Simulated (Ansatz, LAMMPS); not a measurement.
# Elastic response of glassy 63SiO2-14B2O3-11Na2O-11CaO (mol %) (111 atoms): runs compared

Aim: relax glassy 63SiO2-14B2O3-11Na2O-11CaO (mol %) (111 atoms), then change its volume and shape to read moduli from the stress.

Computed with Ansatz 0.2.0: Kohn-Sham DFT, RPBE, PAW (set soft_2), plane waves.

**1. The cell as built**

The cell holds 111 atoms: 22 Si, 10 B, 8 Na, 4 Ca and 67 O. Its edges and angles: a = 11.109 Å, b = 11.109 Å, c = 11.109 Å, α = 90.0°, β = 90.0°, γ = 90.0°. 111 atoms (22 Si, 10 B, 8 Na, 4 Ca, 67 O) placed at random at 2.33 g/cm³, melted at 3000 K for 20 ps at fixed volume with the Buckingham and Coulomb pair potential of Guillot and Sator (Geochim. Cosmochim. Acta 71, 1249 (2007)) with the boron terms of Wang et al. (J. Non-Cryst. Solids 498, 294 (2018)). Quenched from 3000 K to 300 K at 100 K/ps and fixed volume, held 10 ps at zero pressure.

What the set-up can't give: The quench rate of 100 K/ps is orders of magnitude faster than experiment, which tends to freeze in extra defects. The starting topology of bonds comes from the classical model, and needn't be the one that DFT or experiment would give. The Brillouin zone is sampled at Γ only.

**2. The reference run**

The reference is a single point at the end of the relaxation.

Every strained cell starts from the geometry of this run, and its atoms are relaxed with the cell held.

Its input, with most atom lines left out:

```yaml
crystal:
  lattice:
    - [11.58359, -0.19402, 0.06003]
    - [-0.19402, 10.90202, -0.06671]
    - [0.06003, -0.06671, 11.40273]
  atoms:
    - { symbol: Si, position: [0.03718, 0.66885, 0.31457] }
    - { symbol: Si, position: [0.24495, 0.93165, 0.44724] }
    - { symbol: Si, position: [0.57538, 0.95318, 0.13805] }
    - { symbol: Si, position: [0.16966, 0.25398, 0.15376] }
    - { symbol: Si, position: [0.84585, 0.2857, 0.88089] }
    - { symbol: Si, position: [0.38477, 0.75519, 0.13155] }
    - { symbol: Si, position: [0.01553, 0.48978, 0.09968] }
    [... atom lines 8 to 111 left out ...]
kpoints:
  mp_grid: { grid: [1, 1, 1] }
hamiltonian:
  xc: rpbe
scf:
  occupations: { method: fermi_dirac, width: 0.05 }
output:
  forces: true
  stress: true
  populations: true
  dos:
    method: { smearing: { sigma: 0.08 } }
    de: 0.1
    projected: { site_lists: { B: [B], Ca: [Ca], Na: [Na], O: [O], Si: [Si] } }
  eigenvalues: true
  write_density: true
  write_potential: true
  volumetric_format: npy
  elf: true
```

```
free energy per atom   : -658.3460 eV/atom
r.m.s. force component : 0.00588 eV/Å
pressure               : 0.01521 GPa
```

Filled and empty levels are parted by 3.33 eV (at Γ alone); a semilocal functional tends to put such gaps too low. In a disordered cell it changes from sample to sample, and tail or defect levels can set it.

**3. The runs**

Each row is one run, on 4 threads of AMD EPYC 9R45, shared host. The free energy is the program's total, comparable only between runs with the same functional, potentials and atoms.

| run | atoms | outcome | ionic steps, all passes | free energy (eV) | time | host memory (GiB) |
| --- | --- | --- | --- | --- | --- | --- |
| Single point at the start | 111 | converged | - | -73065.233 | 6.4 s | 2.0 |
| Cell and atoms relaxed | 111 | converged | 27 | -73076.403 | 2.7 min | 2.2 |
| Single point at the relaxed geometry | 111 | converged | - | -73076.403 | 9.7 s | 2.1 |
| Volume -3 % | 111 | converged | 10 | -73076.147 | 59 s | 2.1 |
| Volume +3 % | 111 | converged | 7 | -73076.179 | 52 s | 2.2 |
| Volume -6 % | 111 | converged | 11 | -73075.383 | 72 s | 2.0 |
| Volume +6 % | 111 | converged | 13 | -73075.551 | 87 s | 2.3 |
| Volume -10 % | 111 | converged | 17 | -73073.478 | 1.7 min | 2.0 |
| Stretched by 1 % along x | 111 | converged | 7 | -73076.347 | 39 s | 2.2 |
| Compressed by 1 % along x | 111 | converged | 4 | -73076.334 | 24 s | 2.1 |
| Sheared by 2 % in xy | 111 | converged | 6 | -73076.329 | 37 s | 2.1 |

In some runs the program notes that the exchange-correlation potential is rough where the density is thin and the SCF threshold is loose for the stress.

**4. Pressure against volume**

Atoms are relaxed at each volume, in the scaled cell.

| volume change (%) | volume (Å³/atom) | energy change (meV/atom) | pressure (GPa) | largest move on relaxing (Å) | bonds | gap (eV) |
| --- | --- | --- | --- | --- | --- | --- |
| -10 | 11.671 | 26.34 | 6.83 | 0.45 | - | 3.63 |
| -6 | 12.190 | 9.19 | 3.89 | 0.30 | - | 3.51 |
| -3 | 12.579 | 2.31 | 1.91 | 0.17 | - | 3.40 |
| +0 | 12.968 | 0.00 | 0.02 | - | - | 3.33 |
| +3 | 13.357 | 2.02 | -1.72 | 0.13 | - | 3.25 |
| +6 | 13.746 | 7.67 | -3.10 | 0.49 | - | 3.13 |

**5. Uniaxial strain and shear**

Stress (GPa, compression positive) less that of the relaxed cell, atoms relaxed:

| strain | xx | yy | zz | xy | energy change (meV/atom) |
| --- | --- | --- | --- | --- | --- |
| stretched by 1 % along x | -1.374 | -0.323 | -0.336 | -0.005 | 0.50 |
| compressed by 1 % along x | 1.418 | 0.339 | 0.356 | -0.018 | 0.62 |
| sheared by 2 % in xy | -0.009 | 0.096 | 0.050 | -0.800 | 0.66 |

**6. Outcome**

The bulk modulus, from the slope of pressure against ln V over the three points nearest the relaxed volume, is 60.4 GPa; a quadratic over all points gives a pressure derivative of about 2.1. The gap goes from 3.63 eV at the smallest volume to 3.13 eV at the largest, -2.9 eV per unit of ln V by a straight line, on the run's k-points. In the Cartesian axes of the cell, finite differences give C11 = 140, C12 = 33.1, C13 = 34.6 and C66 = 40.0 GPa (the shear of 2 % is the engineering strain, εxy = 0.01). The mean of C11, C12 and C13, which equals the bulk modulus in a cubic or isotropic solid, is 69.1 GPa: it lies 14 % over the bulk modulus from the volumes. For an isotropic solid C66 would equal (C11 − C12)/2 = 53.2 GPa; so small a sample needn't be isotropic, and C66 rests on one shear. With the bulk modulus and C66 as K and G, Young's modulus would be about 98 GPa and Poisson's ratio 0.23.

**Limits.** Strains are finite and relaxations stop at the force tolerance of the input, which can leave moduli too stiff; they are those of a static cell at zero temperature. Volumes are changed with the cell's shape held, so in an anisotropic solid the modulus lies over the one under free hydrostatic load. The program notes that the SCF threshold of the relaxations is loose for the stress.

The DFT runs together took 11 min of wall time.

[Logs are printed without paths, hosts, clocks, repeated set-up lines and the standing remarks that a program may print on its own settings, such as how far it seeks lower states.]

[Hosts, paths, dates, database ids (printed as entryN), source tags and the programs' standing remarks are cut or masked in the printed files.]
